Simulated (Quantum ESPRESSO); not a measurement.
## MgS (Niningerite): phonon deformation potentials, worked out

Wanted: the shift of the optical mode of MgS (Niningerite) in a strained (001) layer.

Method: DFT LDA, scalar-relativistic, plane waves, PseudoDojo norm-conserving pseudopotentials, in Quantum ESPRESSO 7.5.

### 1. The relaxed structure

Symmetry: Fm-3m, No. 225, cubic system. The conventional cell has a = 5.132 Å, b = 5.132 Å, c = 5.132 Å, α = 90.00°, β = 90.00°, γ = 90.00°. Mg has 6 S at 2.57 Å nearest. S has 6 Mg at 2.57 Å nearest. Farther neighbours and most contacts between anions are not listed.

Structure file:

```cif
data_structure
_symmetry_space_group_name_H-M 'P 1'
_symmetry_Int_Tables_number 1
_cell_length_a 3.6287
_cell_length_b 3.6287
_cell_length_c 3.6287
_cell_angle_alpha 60.000
_cell_angle_beta 60.000
_cell_angle_gamma 60.000
_cell_volume 33.79
loop_
_atom_site_label
_atom_site_type_symbol
_atom_site_fract_x
_atom_site_fract_y
_atom_site_fract_z
_atom_site_occupancy
Mg1 Mg 0.00000 0.00000 0.00000 1
S2 S 0.50000 0.50000 0.50000 1
```

This is the cell after its relaxation at this level of theory, not the database cell from which that began.

### 2. Uniaxial strain

The relaxed cell is stretched along z alone. This keeps all atoms on sites fixed by symmetry and splits the threefold mode into a singlet, polarised along z, and a doublet. The macroscopic field is left out, so these are transverse modes. Cutoff 92 Ry, k mesh 8×8×8.

From the response at ε_zz = 0.01:

Log:

```text
[banners, grids, parts of the stress and lines that vanish by symmetry left out]
Program PHONON v.7.5
     Reading xml data from directory:

[...]
Exchange-correlation= PW
                           (   1   4   0   0   0   0   0)
[...]
kinetic-energy cut-off    =      92.0000  Ry
     charge density cut-off    =     368.0000  Ry
     convergence threshold     =      1.0E-18
[...]
Exchange-correlation= PW
                           (   1   4   0   0   0   0   0)
[...]
q = (   0.0000000   0.0000000   0.0000000 )
     17 Sym.Ops. (with q -> -q+G )
     G cutoff =  442.7167  (  27493 G-vectors)     FFT grid: ( 45, 45, 45)
     number of k points=    59
[...]
Mode symmetry, D_4h(4/mmm) point group:
[...]
Representation #   1 mode #   1
[...]
End of self-consistent calculation
     Convergence has been achieved
     Representation #   2 mode #   2
[...]
End of self-consistent calculation
     Convergence has been achieved
     Representation #   3 modes #   3   4
[...]
End of self-consistent calculation
     Convergence has been achieved
     Representation #   4 modes #   5   6
[...]
End of self-consistent calculation
     Convergence has been achieved
[...]
q = (    0.000000000   0.000000000   0.000000000 )
[...]
freq (    1) =       0.079629 [THz] =       2.656142 [cm-1]
     freq (    2) =       0.079629 [THz] =       2.656142 [cm-1]
     freq (    3) =       0.098671 [THz] =       3.291308 [cm-1]
     freq (    4) =       6.816781 [THz] =     227.383346 [cm-1]
     freq (    5) =       7.582772 [THz] =     252.934042 [cm-1]
     freq (    6) =       7.582772 [THz] =     252.934042 [cm-1]
[...]
Mode symmetry, D_4h(4/mmm) point group:
     freq (   1-   2) =          2.7  [cm-1]   --> E_u  X_5' M_5'  I
     freq (   3-   3) =          3.3  [cm-1]   --> A_2u X_4' M_4'  I
     freq (   4-   4) =        227.4  [cm-1]   --> A_2u X_4' M_4'  I
     freq (   5-   6) =        252.9  [cm-1]   --> E_u  X_5' M_5'  I

   JOB DONE.
```

```csv
ε_zz,singlet (cm⁻¹),doublet (cm⁻¹),σ_zz (GPa),σ_xx (GPa)
-0.01,275.73,249.67,-1.733,-0.435
-0.005,263.55,250.60,-0.840,-0.214
0,251.45,251.45,0.003,0.003
0.005,239.40,252.23,0.796,0.214
0.01,227.38,252.93,1.544,0.422
```

Stress is counted positive in tension.

### 3. The fit

To first order ω² − ω₀² = p ε_zz + q (ε_xx + ε_yy) for the mode along z, and likewise for x and y. With ε_zz alone the singlet gives p and the doublet q.

The linear terms of parabolas through ω² are p = -19.23 ω₀² and q = 1.30 ω₀², with ω₀ = 251.4 cm⁻¹. Those of the stresses are C11 = 164 GPa and C12 = 43 GPa. Under hydrostatic strain p and q imply γ = −(p + 2q)/(6 ω₀²) = 2.77.

A layer held to an in-plane strain ε and free along z takes ε_zz = −2 (C12/C11) ε = -0.523 ε. To first order the singlet then shifts by (q − p C12/C11) ε / ω₀ = 1591 ε cm⁻¹. For ε = 0.004, ε_zz = -0.00209, the formulas for ω² predict 257.73 cm⁻¹ for the singlet and 241.91 cm⁻¹ for the doublet.

### 4. A biaxially strained cell

This run was no part of the fit.

Log:

```text
[banners, grids, parts of the stress and lines that vanish by symmetry left out]
[banner, memory and clock lines left out]
Program PHONON v.7.5

[...]
Exchange-correlation= PW
                           (   1   4   0   0   0   0   0)
[...]
kinetic-energy cut-off    =      92.0000  Ry
     charge density cut-off    =     368.0000  Ry
     convergence threshold     =      1.0E-18
[...]
Exchange-correlation= PW
                           (   1   4   0   0   0   0   0)
[...]
q = (   0.0000000   0.0000000   0.0000000 )
     17 Sym.Ops. (with q -> -q+G )
     G cutoff =  439.1533  (  27269 G-vectors)     FFT grid: ( 45, 45, 45)
     number of k points=    59
[...]
Mode symmetry, D_4h(4/mmm) point group:
[...]
Representation #   1 mode #   1
[...]
End of self-consistent calculation
     Convergence has been achieved
     Representation #   2 mode #   2
[...]
End of self-consistent calculation
     Convergence has been achieved
     Representation #   3 modes #   3   4
[...]
End of self-consistent calculation
     Convergence has been achieved
     Representation #   4 modes #   5   6
[...]
End of self-consistent calculation
     Convergence has been achieved
[...]
q = (    0.000000000   0.000000000   0.000000000 )
[...]
freq (    1) =       0.080508 [THz] =       2.685452 [cm-1]
     freq (    2) =       0.080508 [THz] =       2.685452 [cm-1]
     freq (    3) =       0.098946 [THz] =       3.300467 [cm-1]
     freq (    4) =       7.257795 [THz] =     242.093993 [cm-1]
     freq (    5) =       7.257795 [THz] =     242.093993 [cm-1]
     freq (    6) =       7.726660 [THz] =     257.733619 [cm-1]
[...]
Mode symmetry, D_4h(4/mmm) point group:
     freq (   1-   2) =          2.7  [cm-1]   --> E_u  X_5' M_5'  I
     freq (   3-   3) =          3.3  [cm-1]   --> A_2u X_4' M_4'  I
     freq (   4-   5) =        242.1  [cm-1]   --> E_u  X_5' M_5'  I
     freq (   6-   6) =        257.7  [cm-1]   --> A_2u X_4' M_4'  I
```

| mode | predicted (cm⁻¹) | run (cm⁻¹) |
| --- | --- | --- |
| singlet | 257.73 | 257.73 |
| doublet | 241.91 | 242.09 |

The stress along z is 0.001 GPa and that in the plane 0.719 GPa; the unstrained cell carries 0.003 GPa.

### 5. Summary of results

| Item | Value |
| --- | --- |
| p (in units of the squared frequency) | -19.23 |
| q (same units) | 1.296 |
| shift of the singlet per unit of biaxial strain | 1591 cm⁻¹ |
| C11 and C12 | 164 and 43 GPa |

What this shows: To first order, one per cent of tensile biaxial strain moves the singlet of MgS (Niningerite) by 15.9 cm⁻¹ and the doublet by -23.4 cm⁻¹; the formulas miss the test run by up to 0.18 cm⁻¹. In the rock-salt structure this mode is infrared active and has no first-order Raman line. The third potential, r, needs shear strain, which was not run. These are harmonic values at zero temperature.

[Host names and launcher messages were left out of these logs when they were recorded.]

[Logs are printed without paths, hosts, clocks, repeated set-up lines and the standing remarks that a program may print on its own settings, such as how far it seeks lower states.]

[Hosts, paths, dates, database ids (printed as entryN), source tags and the programs' standing remarks are cut or masked in the printed files.]
